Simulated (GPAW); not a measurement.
## Ballistic transport through a Pb chain with a Cu atom on top of one atom, cheap and dear

How well does a Pb chain with a Cu atom on top of one atom conduct at low bias, and how far do basis and functional move the answer?

Method: GPAW LCAO, PAW setups; Landauer transmission from Green's functions with principal layers (ASE), zero bias, in GPAW 26.7.0.

Report form: the programs' logs are mostly left out.

### 1. The starting structure

The cell holds 12 atoms: 11 Pb and 1 Cu. Its edges and angles: a = 9.000 Å, b = 9.000 Å, c = 31.900 Å, α = 90.0°, β = 90.0°, γ = 90.0°. Regions: left lead, 5 atoms (5 Pb); channel, 2 atoms (1 Pb and 1 Cu); right lead, 5 atoms (5 Pb). Vacuum lies along a and b. The structure is stacked along c, and the current runs across the ab planes.

### 2. Double-zeta polarised basis

Localised orbitals split the wire into layers that couple to their neighbours alone, which is what the Green's function method needs; double zeta with polarisation is the usual level for numbers.

run.py reads:

```python
import json
import numpy as np
from ase import Atoms
from ase.transport.calculators import TransportCalculator
from gpaw import GPAW, FermiDirac
from gpaw.lcao.tools import get_lcao_hamiltonian
from scipy.linalg import eigh

# The junction with lead layers at both ends, along the third cell vector
device = Atoms(
    ['Pb', 'Pb', 'Pb', 'Pb', 'Pb', 'Pb', 'Cu', 'Pb', 'Pb', 'Pb', 'Pb', 'Pb'],
    positions=[
        [4.50000, 4.50000, 1.45000],
        [4.50000, 4.50000, 4.35000],
        [4.50000, 4.50000, 7.25000],
        [4.50000, 4.50000, 10.15000],
        [4.50000, 4.50000, 13.05000],
        [4.50000, 4.50000, 15.95000],
        [6.96130, 4.50000, 15.95000],
        [4.50000, 4.50000, 18.85000],
        [4.50000, 4.50000, 21.75000],
        [4.50000, 4.50000, 24.65000],
        [4.50000, 4.50000, 27.55000],
        [4.50000, 4.50000, 30.45000]],
    cell=[[9.0, 0.0, 0.0], [0.0, 9.0, 0.0], [0.0, 0.0, 31.9]],
    pbc=True)

# One principal layer of the lead: the first 3 atoms of the device
lead = Atoms(
    ['Pb', 'Pb', 'Pb'],
    positions=[
        [4.50000, 4.50000, 1.45000],
        [4.50000, 4.50000, 4.35000],
        [4.50000, 4.50000, 7.25000]],
    cell=[[9.0, 0.0, 0.0], [0.0, 9.0, 0.0], [0.0, 0.0, 8.7]],
    pbc=True)

settings = dict(mode='lcao', basis='dzp', xc='PBE', h=0.2,
                occupations=FermiDirac(0.1), maxiter=250,
                mixer=dict(beta=0.1, nmaxold=8, weight=100.0),
                convergence=dict(density=0.0001))
energies = np.arange(-2, 2 + 1e-9, 0.05)
eta = 0.0001
n1, n2 = 1, 1
# k and -k transmit alike, so half of the mesh across the current serves
mesh = [(i, j) for i in range(n1) for j in range(n2) if (i, j) <= (-i % n1, -j % n2)]
weights = np.array([1 if (i, j) == (-i % n1, -j % n2) else 2 for i, j in mesh]) / (n1 * n2)

# [... helper functions left out ...]
fermi_lead = ground_state(lead, (1, 1, 13), 'lead.txt')
fermi_device = ground_state(device, (1, 1, 3), 'device.txt')
# [... loop over the mesh left out, but for ...]
        # Shift the lead onto the potential of the device's first layer
        shift = ((H[:, 0, 0] - H0[:, 0, 0]) / S0[0, 0]).real.mean()
# [...]
kT = 8.617333e-5 * 300
bias = [0.1, 0.2, 0.5, 1.0, 1.5, 2.0]
# [... integrals and printing left out ...]
```

Launch:

```sh
> OMP_NUM_THREADS=1 OPENBLAS_NUM_THREADS=1 python run.py
```

Elapsed: 90 s, on 1 thread of Arm Neoverse N1, shared host; peak memory 1.1 GiB.

This step gave:

| Item | Value |
| --- | --- |
| conductance | 2.513 G₀ |
| largest coupling past the next principal layer | 2.76e-8 eV |
| largest misfit of the first principal layer | 0.02163 eV |
| shift that aligns the lead | 0.01698 eV |
| basis functions of the junction | 268 |
| basis functions of a principal layer | 69 |
| transmission at the Fermi level (one spin) | 2.513 |

One spin. Transmission, zone mean against energy, zero at the Fermi level:

| energy (eV) | transmission, zone mean |
| --- | --- |
| -2.00 | 0.495 |
| -1.90 | 0.558 |
| -1.80 | 0.424 |
| -1.70 | 0.0921 |
| -1.55 | 0.165 |
| -1.45 | 0.864 |
| -1.35 | 0.986 |
| -1.25 | 0.982 |
| -1.15 | 0.991 |
| -1.05 | 0.995 |
| -0.90 | 0.998 |
| -0.80 | 0.999 |
| -0.70 | 0.999 |
| -0.60 | 2.14 |
| -0.50 | 2.24 |
| -0.40 | 2.34 |
| -0.25 | 2.46 |
| -0.15 | 2.49 |
| -0.10 | 2.55 |
| -0.05 | 2.52 |
| 0.00 | 2.51 |
| 0.05 | 2.51 |
| 0.15 | 2.49 |
| 0.25 | 2.45 |
| 0.40 | 2.40 |
| 0.50 | 2.35 |
| 0.60 | 2.30 |
| 0.70 | 2.25 |
| 0.80 | 2.19 |
| 0.90 | 2.13 |
| 1.05 | 2.04 |
| 1.15 | 2.00 |
| 1.25 | 2.01 |
| 1.35 | 2.07 |
| 1.45 | 2.23 |
| 1.55 | 2.43 |
| 1.70 | 2.73 |
| 1.80 | 2.86 |
| 1.90 | 2.94 |
| 2.00 | 2.98 |

Not self-consistent under bias; the bias window is split evenly. Table of current through one cell, from the zero-bias transmission by bias:

| bias (V) | current through one cell, from the zero-bias transmission (μA) |
| --- | --- |
| 0.100 | 19.5 |
| 0.200 | 38.9 |
| 0.500 | 96.7 |
| 1.000 | 189 |
| 1.500 | 268 |
| 2.000 | 329 |

Table of transmission of the three most open eigenchannels by energy, zero at the Fermi level:

| energy (eV) | channel 1 | channel 2 | channel 3 |
| --- | --- | --- | --- |
| -2.00 | 0.495 | 0 | 0 |
| -1.90 | 0.558 | 0 | 0 |
| -1.80 | 0.424 | 0 | 0 |
| -1.70 | 0.0921 | 0 | 0 |
| -1.55 | 0.165 | 0 | 0 |
| -1.45 | 0.864 | 0 | 0 |
| -1.35 | 0.986 | 0 | 0 |
| -1.25 | 0.982 | 0 | 0 |
| -1.15 | 0.991 | 0 | 0 |
| -1.05 | 0.995 | 0 | 0 |
| -0.90 | 0.998 | 0 | 0 |
| -0.80 | 0.999 | 8.4e-12 | 3.0e-12 |
| -0.70 | 0.999 | 3.1e-7 | 6.4e-9 |
| -0.60 | 0.999 | 0.994 | 0.146 |
| -0.50 | 0.999 | 0.997 | 0.241 |
| -0.40 | 0.999 | 0.997 | 0.344 |
| -0.25 | 0.999 | 0.996 | 0.465 |
| -0.15 | 0.999 | 0.991 | 0.505 |
| -0.05 | 0.999 | 0.990 | 0.528 |
| 0.00 | 0.999 | 0.988 | 0.526 |
| 0.05 | 0.999 | 0.986 | 0.522 |
| 0.15 | 0.999 | 0.982 | 0.504 |
| 0.25 | 0.999 | 0.980 | 0.475 |
| 0.40 | 0.999 | 0.979 | 0.417 |
| 0.50 | 0.999 | 0.980 | 0.369 |
| 0.60 | 0.999 | 0.984 | 0.316 |
| 0.70 | 0.999 | 0.987 | 0.258 |
| 0.80 | 0.999 | 0.991 | 0.197 |
| 0.90 | 0.999 | 0.995 | 0.134 |
| 1.05 | 1.000 | 0.998 | 0.0454 |
| 1.15 | 1.000 | 0.998 | 0.00617 |
| 1.25 | 1.000 | 0.999 | 0.00741 |
| 1.35 | 1.000 | 0.999 | 0.0764 |
| 1.45 | 1.000 | 0.998 | 0.229 |
| 1.55 | 1.000 | 0.998 | 0.430 |
| 1.70 | 1.000 | 0.997 | 0.730 |
| 1.80 | 1.000 | 0.996 | 0.868 |
| 1.90 | 1.000 | 0.994 | 0.950 |
| 2.00 | 1.000 | 0.992 | 0.989 |

Couplings past the next layer reach 2.8e-8 eV, small enough to drop; the matrix elements of the cell's first layer differ from the bulk lead's by up to 0.022 eV. That layer keeps its own values in the calculation, and only beyond it is the lead taken as perfect. The Fermi levels of lead and junction count from different zeros of potential, one for each periodic cell; with both set to zero, the small remaining shift is what aligns them. Without spin-orbit coupling, which is large for these atoms, channel counts and T are those of the scalar-relativistic bands. By hand: G = 2.513 × 77.48 μS = 195 μS, a resistance of 5.13 kΩ; at 0.1 V a linear junction would pass 19.5 μA, and the integral over the bias window gives 19.5 μA.

### 3. GPAW, szp: basis = "szp(dzp)"

The second zeta is dropped, the polarisation orbitals stay.

Changes to run.py since step 2:

```diff
@@ -37,3 +37,3 @@
 
-settings = dict(mode='lcao', basis='dzp', xc='PBE', h=0.2,
+settings = dict(mode='lcao', basis='szp(dzp)', xc='PBE', h=0.2,
                 occupations=FermiDirac(0.1), maxiter=250,
```

Run time: 65 s. Hardware: 1 thread; peak memory 1.1 GiB.

This step gave:

* conductance: 2.510 G₀
* largest coupling past the next principal layer: 2.75e-8 eV
* largest misfit of the first principal layer: 0.02051 eV
* shift that aligns the lead: 0.01701 eV
* basis functions of the junction: 163
* basis functions of a principal layer: 42
* transmission at the Fermi level (one spin): 2.512

One spin. The transmission, zone mean by energy, zero at the Fermi level:

| energy (eV) | transmission, zone mean |
| --- | --- |
| -2.00 | 0.220 |
| -1.85 | 0.614 |
| -1.70 | 0.490 |
| -1.60 | 0.207 |
| -1.45 | 0.800 |
| -1.30 | 0.882 |
| -1.15 | 0.982 |
| -1.05 | 0.990 |
| -0.90 | 0.997 |
| -0.75 | 0.999 |
| -0.60 | 2.13 |
| -0.50 | 2.23 |
| -0.35 | 2.39 |
| -0.20 | 2.48 |
| -0.05 | 2.51 |
| 0.00 | 2.51 |
| 0.05 | 2.51 |
| 0.20 | 2.48 |
| 0.35 | 2.43 |
| 0.50 | 2.37 |
| 0.60 | 2.33 |
| 0.75 | 2.27 |
| 0.90 | 2.20 |
| 1.05 | 2.13 |
| 1.15 | 2.08 |
| 1.30 | 2.02 |
| 1.45 | 2.00 |
| 1.60 | 2.07 |
| 1.70 | 2.17 |
| 1.85 | 2.40 |
| 2.00 | 2.65 |

Not self-consistent under bias; the bias window is split evenly. Table of current through one cell, from the zero-bias transmission by bias:

| bias (V) | current through one cell, from the zero-bias transmission (μA) |
| --- | --- |
| 0.100 | 19.4 |
| 0.200 | 38.9 |
| 0.500 | 96.6 |
| 1.000 | 189 |
| 1.500 | 268 |
| 2.000 | 331 |

The transmission of the three most open eigenchannels by energy, zero at the Fermi level:

| energy (eV) | channel 1 | channel 2 | channel 3 |
| --- | --- | --- | --- |
| -2.00 | 0.220 | 0 | 0 |
| -1.90 | 0.595 | 0 | 0 |
| -1.80 | 0.602 | 0 | 0 |
| -1.70 | 0.490 | 0 | 0 |
| -1.55 | 0.0414 | 0 | 0 |
| -1.45 | 0.800 | 0 | 0 |
| -1.35 | 0.817 | 0 | 0 |
| -1.25 | 0.902 | 0 | 0 |
| -1.15 | 0.982 | 0 | 0 |
| -1.05 | 0.990 | 0 | 0 |
| -0.90 | 0.997 | 0 | 0 |
| -0.80 | 0.998 | 3.0e-12 | 1.5e-12 |
| -0.70 | 0.999 | 1.7e-8 | 1.1e-9 |
| -0.60 | 0.999 | 0.988 | 0.139 |
| -0.50 | 0.999 | 0.996 | 0.235 |
| -0.40 | 0.999 | 0.997 | 0.341 |
| -0.25 | 0.999 | 0.995 | 0.466 |
| -0.15 | 0.999 | 0.991 | 0.508 |
| -0.05 | 0.999 | 0.988 | 0.525 |
| 0.00 | 0.999 | 0.986 | 0.527 |
| 0.05 | 0.999 | 0.985 | 0.524 |
| 0.15 | 0.999 | 0.982 | 0.511 |
| 0.25 | 0.999 | 0.979 | 0.488 |
| 0.40 | 0.999 | 0.977 | 0.438 |
| 0.50 | 0.999 | 0.978 | 0.397 |
| 0.60 | 0.999 | 0.981 | 0.351 |
| 0.70 | 0.999 | 0.985 | 0.304 |
| 0.80 | 0.999 | 0.990 | 0.255 |
| 0.90 | 0.999 | 0.994 | 0.205 |
| 1.05 | 0.999 | 0.997 | 0.129 |
| 1.15 | 0.999 | 0.998 | 0.0806 |
| 1.25 | 0.999 | 0.999 | 0.0374 |
| 1.35 | 0.999 | 0.999 | 0.00735 |
| 1.45 | 0.999 | 0.999 | 0.00164 |
| 1.55 | 0.999 | 0.998 | 0.0337 |
| 1.70 | 0.999 | 0.997 | 0.174 |
| 1.80 | 0.999 | 0.996 | 0.324 |
| 1.90 | 0.999 | 0.995 | 0.496 |
| 2.00 | 0.999 | 0.993 | 0.662 |

The conductance equals that of the dzp run to 0.2 %.

### 4. Minimal basis

One function for each valence shell of the setup, as for a first survey of a large system.

Changes to run.py since step 3:

```diff
@@ -37,3 +37,3 @@
 
-settings = dict(mode='lcao', basis='szp(dzp)', xc='PBE', h=0.2,
+settings = dict(mode='lcao', basis='sz(dzp)', xc='PBE', h=0.2,
                 occupations=FermiDirac(0.1), maxiter=250,
```

Elapsed: 45 s, on 1 thread; peak memory 1 GiB.

This step gave:

| Item | Value |
| --- | --- |
| conductance | 2.453 G₀ |
| largest coupling past the next principal layer | 2.77e-8 eV |
| largest misfit of the first principal layer | 0.02155 eV |
| shift that aligns the lead | 0.01362 eV |
| basis functions of the junction | 105 |
| basis functions of a principal layer | 27 |
| transmission at the Fermi level (one spin) | 2.455 |

The conductance, 2.45 G₀, lies 2.4 % below that of the dzp run.

### 5. LDA in the dzp basis: xc = "LDA"

Back in the dzp basis, the functional changes from PBE to LDA, to set the spread between functionals beside that between bases.

Changes to run.py since step 4:

```diff
@@ -37,3 +37,3 @@
 
-settings = dict(mode='lcao', basis='sz(dzp)', xc='PBE', h=0.2,
+settings = dict(mode='lcao', basis='dzp', xc='LDA', h=0.2,
                 occupations=FermiDirac(0.1), maxiter=250,
```

Run time: 69 s. Hardware: 1 thread; peak memory 1.1 GiB.

This step gave:

```
conductance                                    : 2.518 G₀
largest coupling past the next principal layer : 2.83e-8 eV
largest misfit of the first principal layer    : 0.02265 eV
shift that aligns the lead                     : 0.01795 eV
basis functions of the junction                : 268
basis functions of a principal layer           : 69
transmission at the Fermi level (one spin)     : 2.516
```

The conductance equals that of the dzp run to 0.2 %.

### 6. All levels side by side

Times are for 1 thread of Arm Neoverse N1, shared host. The series side by side:

| no. | run | conductance (G₀) | time | memory (GiB) |
| --- | --- | --- | --- | --- |
| 1 | dzp | 2.513 | 90 s | 1.1 |
| 2 | szp | 2.510 | 65 s | 1.1 |
| 3 | sz | 2.453 | 45 s | 1 |
| 4 | dzp LDA | 2.518 | 69 s | 1.1 |

### 7. Comparison

The curves are compared point by point over the common energies.

This step: comparison of transmission and cost over codes and levels (GPAW 26.7.0).

Ladder, by row:

| step | code | T at the Fermi level (sum over the listed spins) | conductance (G0) | r.m.s. T(E) from the first | wall time (s) | peak memory (GiB) | threads |
| --- | --- | --- | --- | --- | --- | --- | --- |
| dzp | GPAW | 2.513 | 2.513 | 0 | 89.69 | 1.1 | 1 |
| szp | GPAW | 2.512 | 2.51 | 0.2157 | 64.67 | 1.08 | 1 |
| sz | GPAW | 2.455 | 2.453 | 0.2879 | 45.09 | 1 | 1 |
| dzp-LDA | GPAW | 2.516 | 2.518 | 0.08385 | 69.31 | 1.1 | 1 |

Transmission, zone mean, sum over the listed spins against energy, zero at the Fermi level:

| energy (eV) | dzp | szp | sz | dzp-LDA |
| --- | --- | --- | --- | --- |
| -2.000 | 0.495 | 0.220 | 0.588 | 0.540 |
| -1.900 | 0.558 | 0.595 | 0.658 | 0.539 |
| -1.850 | 0.514 | 0.614 | 0.652 | 0.474 |
| -1.800 | 0.424 | 0.602 | 0.627 | 0.360 |
| -1.600 | 0.160 | 0.207 | 0.223 | 0.270 |
| -1.400 | 0.898 | 0.709 | 0.711 | 0.897 |
| -1.200 | 0.987 | 0.988 | 0.984 | 0.988 |
| -1.000 | 0.996 | 0.993 | 0.994 | 0.996 |
| -0.800 | 0.999 | 0.998 | 0.998 | 0.998 |
| -0.600 | 2.14 | 2.13 | 2.15 | 2.13 |
| -0.400 | 2.34 | 2.34 | 2.32 | 2.33 |
| -0.200 | 2.48 | 2.48 | 2.43 | 2.49 |
| -0.100 | 2.55 | 2.51 | 2.45 | 2.58 |
| -0.050 | 2.52 | 2.51 | 2.46 | 2.51 |
| 0.000 | 2.51 | 2.51 | 2.46 | 2.52 |
| 0.200 | 2.47 | 2.48 | 2.42 | 2.48 |
| 0.400 | 2.40 | 2.41 | 2.34 | 2.40 |
| 0.600 | 2.30 | 2.33 | 2.26 | 2.30 |
| 0.800 | 2.19 | 2.24 | 2.19 | 2.19 |
| 1.000 | 2.07 | 2.15 | 2.11 | 2.08 |
| 1.200 | 2.00 | 2.06 | 2.05 | 2.00 |
| 1.400 | 2.14 | 2.00 | 2.00 | 2.10 |
| 1.600 | 2.54 | 2.07 | 2.01 | 2.46 |
| 1.800 | 2.86 | 2.32 | 2.11 | 2.82 |
| 2.000 | 2.98 | 2.65 | 2.31 | 2.97 |

### 8. Basis sz(dzp), broadening 0.05

A smaller basis is cheaper in every inversion. The broadening keeps the Green's functions finite; too large a value absorbs electrons where channels are open and leaks them where none are.

This step: GPAW LCAO, PAW setups; Landauer transmission from Green's functions with principal layers (ASE), zero bias (GPAW 26.7.0).

Changes to run.py since step 5:

```diff
@@ -37,3 +37,3 @@
 
-settings = dict(mode='lcao', basis='dzp', xc='LDA', h=0.2,
+settings = dict(mode='lcao', basis='sz(dzp)', xc='PBE', h=0.2,
                 occupations=FermiDirac(0.1), maxiter=250,
@@ -42,3 +42,3 @@
 energies = np.arange(-2, 2 + 1e-9, 0.05)
-eta = 0.0001
+eta = 0.05
 n1, n2 = 1, 1
```

The job ended after 44 s (1 thread; peak memory 1 GiB).

The run finished with changed settings (basis = "sz(dzp)" and eta = 0.05); it serves as a test.

Side by side:

| quantity | this run | sound run | difference |
| --- | --- | --- | --- |
| conductance (G₀) | 1.3632 | 2.5133 | -1.15 |
| largest coupling past the next principal layer (eV) | 2.766e-8 | 2.756e-8 | 1.1e-10 |
| largest misfit of the first principal layer (eV) | 0.021547 | 0.021633 | -8.5e-5 |
| shift that aligns the lead (eV) | 0.013618 | 0.016977 | -0.00336 |
| basis functions of the junction | 105 | 268 | -163 |
| basis functions of a principal layer | 27 | 69 | -42 |
| transmission at the Fermi level (one spin) | 1.3648 | 2.5134 | -1.15 |

The two runs differ clearly in the conductance: 1.36 G₀ against 2.51 G₀.

### 9. Grid spacing 0.3, density threshold 0.001, basis sz(dzp)

The real-space grid carries density and potential; a coarse one breaks translation symmetry along the lead and scatters electrons that should pass. The Hamiltonian is taken from the last density. The density threshold is one of the tests that end the cycle; the energy must settle too, so a loose value may not be the test that decides. A smaller basis is cheaper in every inversion.

Changes to run.py since step 8:

```diff
@@ -37,8 +37,8 @@
 
-settings = dict(mode='lcao', basis='sz(dzp)', xc='PBE', h=0.2,
+settings = dict(mode='lcao', basis='sz(dzp)', xc='PBE', h=0.3,
                 occupations=FermiDirac(0.1), maxiter=250,
                 mixer=dict(beta=0.1, nmaxold=8, weight=100.0),
-                convergence=dict(density=0.0001))
+                convergence=dict(density=0.001))
 energies = np.arange(-2, 2 + 1e-9, 0.05)
-eta = 0.05
+eta = 0.0001
 n1, n2 = 1, 1
```

Run time: 18 s. Hardware: 1 thread; peak memory 0.37 GiB.

The run finished with changed settings (h = 0.3, conv = 0.001 and basis = "sz(dzp)"); it serves as a test.

The two runs compared:

| quantity | this run | sound run | difference |
| --- | --- | --- | --- |
| conductance (G₀) | 2.4437 | 2.5133 | -0.0696 |
| largest coupling past the next principal layer (eV) | 2.767e-8 | 2.756e-8 | 1.1e-10 |
| largest misfit of the first principal layer (eV) | 0.021384 | 0.021633 | -2.5e-4 |
| shift that aligns the lead (eV) | 0.014549 | 0.016977 | -0.00243 |
| basis functions of the junction | 105 | 268 | -163 |
| basis functions of a principal layer | 27 | 69 | -42 |
| transmission at the Fermi level (one spin) | 2.4455 | 2.5134 | -0.0679 |

### 10. What came out

| Property | Result |
| --- | --- |
| conductance | 2.51 G₀ |
| transmission at the Fermi level, mean of the spins | 2.51 |
| thermopower | about 0 (under 1.5 μV/K) |

What this shows: In the dzp basis the junction conducts 2.51 G₀ at 300 K, with T = 2.51 a spin at the Fermi level; the sz basis reaches that conductance within 10 %. At the Fermi level the three most open eigenchannels pass 1.00, 0.99 and 0.53. Measured against the first run (dzp), the nearest curve is that of dzp-LDA (r.m.s. 0.084) and the farthest that of sz (0.29). Over the compared runs wall time goes from 45 s (sz) to 90 s (dzp), on a shared host. The geometry was built from estimated bond lengths and not relaxed, so the numbers describe this model structure. The run had no spin polarisation, so a magnetic state, which chains and small molecules with open shells often have, wasn't tested. Spin-orbit coupling is left out, which matters for the heavy atoms here. An evenly spaced straight chain is an idealisation: free chains tend to dimerise, zigzag or, where a band edge lies near the Fermi level, turn magnetic. The currents use the zero-bias T(E) throughout, which holds only while the bias is small against the distance to the nearest feature. The energy step is wider than the thermal energy, so the conductance and thermopower rest on interpolation of T(E).

[Logs are printed without paths, hosts, clocks, repeated set-up lines and the standing remarks that a program may print on its own settings, such as how far it seeks lower states.]

[Hosts, paths, dates, database ids (printed as entryN), source tags and the programs' standing remarks are cut or masked in the printed files.]
